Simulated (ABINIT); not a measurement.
# Quasiparticle gap of CsCaF3 (Pm-3m) in ABINIT

How does a plane-wave GW calculation on CsCaF3 (Pm-3m) run from the first input to the gap?

Program: ABINIT 10.8.3. Level of theory: LDA and many-body steps on it, plane waves. Results are calculated unless marked as measured.

Most raw output is cut from this account.

## 1. The starting structure

Symmetry: Pm-3m, No. 221, cubic system. The conventional cell has a = 4.521 Å, b = 4.521 Å, c = 4.521 Å, α = 90.00°, β = 90.00°, γ = 90.00°. Nearest to Cs lie 12 F at 3.20 Å. Nearest to Ca lie 6 F at 2.26 Å. Nearest to F lie 2 Ca at 2.26 Å and 4 Cs at 3.20 Å. Farther neighbours and most contacts between anions are not listed.

The cell and positions are those that the Materials Project relaxed with its own functionals (PBE, PBE+U or r2SCAN), kept fixed. Spin-orbit coupling is left out unless a step names it.

## 2. Ground state

This step: ABINIT 10.8.3; DFT, LDA, plane waves, norm-conserving pseudopotentials.

The ground-state density comes first.

The input, run.abi:

```
acell 3*1.0 Angstrom
rprim 
  4.520531030000 0.000000000000 0.000000000000
  0.000000000000 4.520531030000 0.000000000000
  0.000000000000 0.000000000000 4.520531030000
ntypat 3
znucl 55 20 9
natom 5
typat 1 2 3 3 3
xred 
  0.000000000000 0.000000000000 0.000000000000
  0.500000000000 0.500000000000 0.500000000000
  0.000000000000 0.500000000000 0.500000000000
  0.500000000000 0.000000000000 0.500000000000
  0.500000000000 0.500000000000 0.000000000000
pp_dirpath "pseudos"
pseudos "Cs.upf, Ca.upf, F.upf"
ecut 36
ngkpt 4 4 4
nshiftk 1
shiftk 0 0 0
kptopt 1
chksymbreak 0
nband 26
occopt 1
tolvrs 1e-10
nstep 60
prtwf 0
optforces 0
optstress 0
indata_prefix "in"
outdata_prefix "out"
tmpdata_prefix "tmp"
```

Run with:

```console
$ OMP_NUM_THREADS=1 mpirun -n 4 abinit run.abi > log
```

It took 74 s on 4 MPI ranks of AMD EPYC 7571, shared host; peak memory 0.39 GiB; 4.9 min of CPU time.

This step gave:

```
total energy               : -3707.1393 eV
gap                        : 6.840 eV
k of the valence top       : 0.5, 0.5, 0.5
k of the conduction bottom : 0, 0, 0
least direct gap           : 6.864 eV
```

The gap is indirect, with the least direct gap 0.02 eV higher.

## 3. Bands along the symmetry lines

The cheap functional maps the bands first; the places of the edges decide which points the dearer methods must see.

The input, run.abi:

```
acell 3*1.0 Angstrom
rprim 
  4.520531030000 0.000000000000 0.000000000000
  0.000000000000 4.520531030000 0.000000000000
  0.000000000000 0.000000000000 4.520531030000
ntypat 3
znucl 55 20 9
natom 5
typat 1 2 3 3 3
xred 
  0.000000000000 0.000000000000 0.000000000000
  0.500000000000 0.500000000000 0.500000000000
  0.000000000000 0.500000000000 0.500000000000
  0.500000000000 0.000000000000 0.500000000000
  0.500000000000 0.500000000000 0.000000000000
pp_dirpath "pseudos"
pseudos "Cs.upf, Ca.upf, F.upf"
ecut 36
iscf -2
irdden 1
kptopt 0
nkpt 50
kpt 
  0.00000000 0.00000000 0.00000000
  0.00000000 0.06250000 0.00000000
  0.00000000 0.12500000 0.00000000
  0.00000000 0.18750000 0.00000000
  0.00000000 0.25000000 0.00000000
  0.00000000 0.31250000 0.00000000
  0.00000000 0.37500000 0.00000000
  0.00000000 0.43750000 0.00000000
  0.00000000 0.50000000 0.00000000
  0.06250000 0.50000000 0.00000000
  0.12500000 0.50000000 0.00000000
  0.18750000 0.50000000 0.00000000
  0.25000000 0.50000000 0.00000000
  0.31250000 0.50000000 0.00000000
  0.37500000 0.50000000 0.00000000
  0.43750000 0.50000000 0.00000000
  0.50000000 0.50000000 0.00000000
  0.43750000 0.43750000 0.00000000
  0.37500000 0.37500000 0.00000000
  0.31250000 0.31250000 0.00000000
  0.25000000 0.25000000 0.00000000
  0.18750000 0.18750000 0.00000000
  0.12500000 0.12500000 0.00000000
  0.06250000 0.06250000 0.00000000
  0.00000000 0.00000000 0.00000000
  0.06250000 0.06250000 0.06250000
  0.12500000 0.12500000 0.12500000
  0.18750000 0.18750000 0.18750000
  0.25000000 0.25000000 0.25000000
  0.31250000 0.31250000 0.31250000
  0.37500000 0.37500000 0.37500000
  0.43750000 0.43750000 0.43750000
  0.50000000 0.50000000 0.50000000
  0.43750000 0.50000000 0.43750000
  0.37500000 0.50000000 0.37500000
  0.31250000 0.50000000 0.31250000
  0.25000000 0.50000000 0.25000000
  0.18750000 0.50000000 0.18750000
  0.12500000 0.50000000 0.12500000
  0.06250000 0.50000000 0.06250000
  0.00000000 0.50000000 0.00000000
  0.50000000 0.50000000 0.50000000
  0.50000000 0.50000000 0.43750000
  0.50000000 0.50000000 0.37500000
  0.50000000 0.50000000 0.31250000
  0.50000000 0.50000000 0.25000000
  0.50000000 0.50000000 0.18750000
  0.50000000 0.50000000 0.12500000
  0.50000000 0.50000000 0.06250000
  0.50000000 0.50000000 0.00000000
istwfk *1
nband 27
nbdbuf 2
tolwfr 1e-08
nstep 40
prtwf 0
prtvol 0
indata_prefix "in"
outdata_prefix "out"
tmpdata_prefix "tmp"
```

Run time: 3.3 min. Hardware: 4 MPI ranks; peak memory 0.44 GiB; 13 min of CPU time.

Numbers from this step:

```
gap                        : 6.840 eV
k of the valence top       : 0.5, 0.5, 0.5
k of the conduction bottom : 0, 0, 0
least direct gap           : 6.864 eV
```

The gap is 6.840 eV, as in the run before at this level.

Electronic bands along the path, in eV, zero at the top of the highest filled band:

| point | band 17 | band 18 | band 19 | band 20 | band 21 | band 22 | band 23 | band 24 |
| --- | --- | --- | --- | --- | --- | --- | --- | --- |
| Γ | -0.39 | -0.02 | -0.02 | -0.02 | 6.84 | 8.03 | 8.03 | 8.40 |
| halfway | -0.44 | -0.41 | -0.12 | -0.12 | 7.67 | 8.47 | 8.59 | 8.86 |
| X | -0.39 | -0.39 | -0.26 | -0.26 | 8.54 | 8.84 | 9.02 | 9.48 |
| halfway | -0.37 | -0.37 | -0.31 | -0.10 | 8.92 | 8.96 | 9.18 | 9.19 |
| M | -0.51 | -0.17 | -0.17 | -0.01 | 8.65 | 8.99 | 8.99 | 9.16 |
| halfway | -0.49 | -0.31 | -0.23 | -0.07 | 8.28 | 8.71 | 8.88 | 9.13 |
| Γ | -0.39 | -0.02 | -0.02 | -0.02 | 6.84 | 8.03 | 8.03 | 8.40 |
| halfway | -0.59 | -0.20 | -0.15 | -0.15 | 8.81 | 8.97 | 8.97 | 9.22 |
| R | -0.46 | 0.00 | 0.00 | 0.00 | 8.82 | 8.82 | 8.82 | 10.02 |
| halfway | -0.51 | -0.27 | -0.14 | -0.13 | 8.78 | 9.15 | 9.62 | 9.66 |
| X | -0.39 | -0.39 | -0.26 | -0.26 | 8.54 | 8.84 | 9.02 | 9.48 |
| jump to R | -0.46 | 0.00 | 0.00 | 0.00 | 8.82 | 8.82 | 8.82 | 10.02 |
| halfway | -0.55 | -0.12 | -0.12 | -0.01 | 8.77 | 9.00 | 9.00 | 9.64 |
| M | -0.51 | -0.17 | -0.17 | -0.01 | 8.65 | 8.99 | 8.99 | 9.16 |

## 4. Empty states on the mesh, 2×2×2 mesh, 89 bands

The sums over transitions need many empty states on a uniform mesh; this step solves for them.

The input, run.abi:

```
acell 3*1.0 Angstrom
rprim 
  4.520531030000 0.000000000000 0.000000000000
  0.000000000000 4.520531030000 0.000000000000
  0.000000000000 0.000000000000 4.520531030000
ntypat 3
znucl 55 20 9
natom 5
typat 1 2 3 3 3
xred 
  0.000000000000 0.000000000000 0.000000000000
  0.500000000000 0.500000000000 0.500000000000
  0.000000000000 0.500000000000 0.500000000000
  0.500000000000 0.000000000000 0.500000000000
  0.500000000000 0.500000000000 0.000000000000
pp_dirpath "pseudos"
pseudos "Cs.upf, Ca.upf, F.upf"
ecut 36
ngkpt 2 2 2
nshiftk 1
shiftk 0 0 0
kptopt 1
chksymbreak 0
iscf -2
irdden 1
istwfk *1
nband 89
nbdbuf 8
tolwfr 1e-09
nstep 60
prtvol 0
indata_prefix "in"
outdata_prefix "out"
tmpdata_prefix "tmp"
```

Elapsed: 70 s, on 4 MPI ranks; peak memory 0.37 GiB; 4.6 min of CPU time.

Numbers from this step:

```yaml
gap: 6.840 eV
k_of_the_valence_top: 0.5, 0.5, 0.5
k_of_the_conduction_bottom: 0, 0, 0
least_direct_gap: 6.864 eV
k_points_computed: 4
lowest_point_of_the_top_converged_band_above_the_valence_top: 38.95 eV
```

On this mesh the gap is 6.840 eV.

## 5. Screening, 2×2×2 mesh, 81 bands, screening to 106.1 eV

The RPA dielectric matrix is built and inverted for each q.

This step: RPA screening on LDA, plane waves, norm-conserving pseudopotentials.

run.abi, as its differences from that of step 4:

```diff
@@ -23,10 +23,11 @@
 chksymbreak 0
-iscf -2
-irdden 1
 istwfk *1
-nband 89
-nbdbuf 8
-tolwfr 1e-09
-nstep 60
-prtvol 0
+occopt 1
+irdwfk 1
+optdriver 3
+nband 81
+ecuteps 3.9
+inclvkb 2
+awtr 1
+symchi 1
 indata_prefix "in"
```

Run time: 32 s. Hardware: 4 MPI ranks; peak memory 0.91 GiB.

Numbers from this step:

| Property | Result |
| --- | --- |
| ε∞ with local fields, on this mesh, along the program's q direction | 2.385 |
| the same without local fields | 2.639 |
| plasma frequency | 24.43 eV |
| plane waves in the screening matrix | 251 |

Local fields lower ε∞ by 10 %. On a Γ-centred mesh this coarse the value itself is usually too large, while a short band sum pulls it down.

## 6. Self-energy, 2×2×2 mesh, 81 bands, screening to 106.1 eV

The self-energy is evaluated for the states that the input lists, and the levels follow from it, in one-shot runs by the linearised quasiparticle equation.

This step: G0W0 on LDA, plane waves, norm-conserving pseudopotentials.

run.abi, as its differences from that of step 5:

```diff
@@ -26,8 +26,17 @@
 irdwfk 1
-optdriver 3
+optdriver 4
 nband 81
+gwcalctyp 0
+ecutsigx 36
+symsigma 1
+nkptgw 2
+kptgw 
+  0.5000000000 0.5000000000 0.5000000000
+  0.0000000000 0.0000000000 0.0000000000
+bdgw 
+  18 23
+  18 23
 ecuteps 3.9
-inclvkb 2
-awtr 1
-symchi 1
+irdscr 1
+ppmodel 1
 indata_prefix "in"
```

It took 24 s on 4 MPI ranks; peak memory 0.88 GiB; 93 s of CPU time.

Numbers from this step:

| Item | Value |
| --- | --- |
| G0W0 gap on the points computed | 10.38 eV |
| starting gap on the mesh | 6.840 eV |
| k of the valence top | 0.5, 0.5, 0.5 |
| k of the conduction bottom | 0, 0, 0 |
| Z at the valence top | 0.794 |
| Z at the conduction bottom | 0.883 |
| least direct G0W0 gap on the computed points | 10.39 eV |

The gap on the mesh goes from 6.84 eV to 10.38 eV, a correction of +3.53 eV.

Limits: finite bands, cutoff and mesh; no spin-orbit coupling; coarse k mesh. v1 is the top filled band, c1 the lowest empty one. The levels before and after the correction (eV, zero at the valence-band top of each column):

|  | conduction bottom | valence top |
| --- | --- | --- |
| Kohn-Sham | 6.84 | 0.00 |
| G0W0 | 10.38 | 0.00 |

|  | level | energy (eV) |
| --- | --- | --- |
| Kohn-Sham | (0.5 0.5 0.5) v3-v1 | 0.000 |
| Kohn-Sham | (0.5 0.5 0.5) c1-c3 | 8.824 |
| Kohn-Sham | Γ v3-v1 | -0.024 |
| Kohn-Sham | Γ c1 | 6.840 |
| Kohn-Sham | Γ c2-c3 | 8.029 |
| G0W0 | (0.5 0.5 0.5) v3-v1 | 0.000 |
| G0W0 | (0.5 0.5 0.5) c1-c3 | 12.475 |
| G0W0 | Γ v3-v1 | -0.014 |
| G0W0 | Γ c1 | 10.375 |
| G0W0 | Γ c2-c3 | 11.601 |

## 7. Where the time went

Times are wall times on 4 MPI ranks of AMD EPYC 7571, shared host, good to a factor of about two.

| step | time | share | memory (GiB) |
| --- | --- | --- | --- |
| ground state | 74 s | 19 % | 0.39 |
| bands along the symmetry lines | 3.3 min | 50 % | 0.44 |
| empty states on the mesh | 70 s | 18 % | 0.37 |
| screening | 32 s | 8 % | 0.91 |
| self-energy | 24 s | 6 % | 0.88 |

## 8. Results

- LDA gap: 6.84 eV, indirect (only 24 meV under the direct gap)
- G0W0 gap on the mesh: 10.38 eV
- GW settings: 2×2×2 mesh, 81 bands, screening to 106.1 eV, Godby-Needs plasmon pole
- known limits: not at the basis limit; no spin-orbit coupling; coarse k mesh

What this shows: G0W0 moves the gap on the mesh from 6.84 eV to 10.38 eV (+3.53 eV), with Z of 0.79 and 0.88 at the edges. Local fields lower the RPA ε∞ on this mesh from 2.64 to 2.39; a Γ-centred mesh this coarse tends to raise both, most where the direct gap is narrow, while a short band sum lowers them. Only 2 of the mesh's irreducible points were corrected, so a valley elsewhere could overtake. The dearest step here is «bands along the symmetry lines». Bands and cutoff are finite, so the gap is not at the basis limit. The miss can reach some tenths of an eV and take either sign; the mesh is an error of its own. In the G0W0 run levels were corrected at 2 k points alone, so a gap called «on the mesh» is the least over those, and an edge elsewhere would be missed. The 2×2×2 mesh is coarse for this cell, which bears on the long-range parts of exchange and screening. This is the ideal cubic cell; many perovskites, halides above all, are cubic only on average, and local tilts or off-centring can widen the gap. The many-body steps are scalar-relativistic: spin-orbit coupling is not in them.

[Paths, hosts, dates, memory and timing lines, banners, echoed tables and standing remarks are left out of the program output.]

[Logs are printed without paths, hosts, clocks, repeated set-up lines and the standing remarks that a program may print on its own settings, such as how far it seeks lower states.]

[Runs of the session that timed out or met a known fault of the program may be left out.]

[Hosts, paths, dates, database ids (printed as entryN), source tags and the programs' standing remarks are cut or masked in the printed files.]

[G0W0 gaps are taken among the corrected bands and points alone; a level outside them can change the order at an edge.]

[Where Ansatz stands beside ABINIT at settings called matched, ABINIT's density can come from a denser mesh and the files from another edition; pairs whose starting gaps differed by over 0.03 eV were left out, so agreement reads better than it is.]
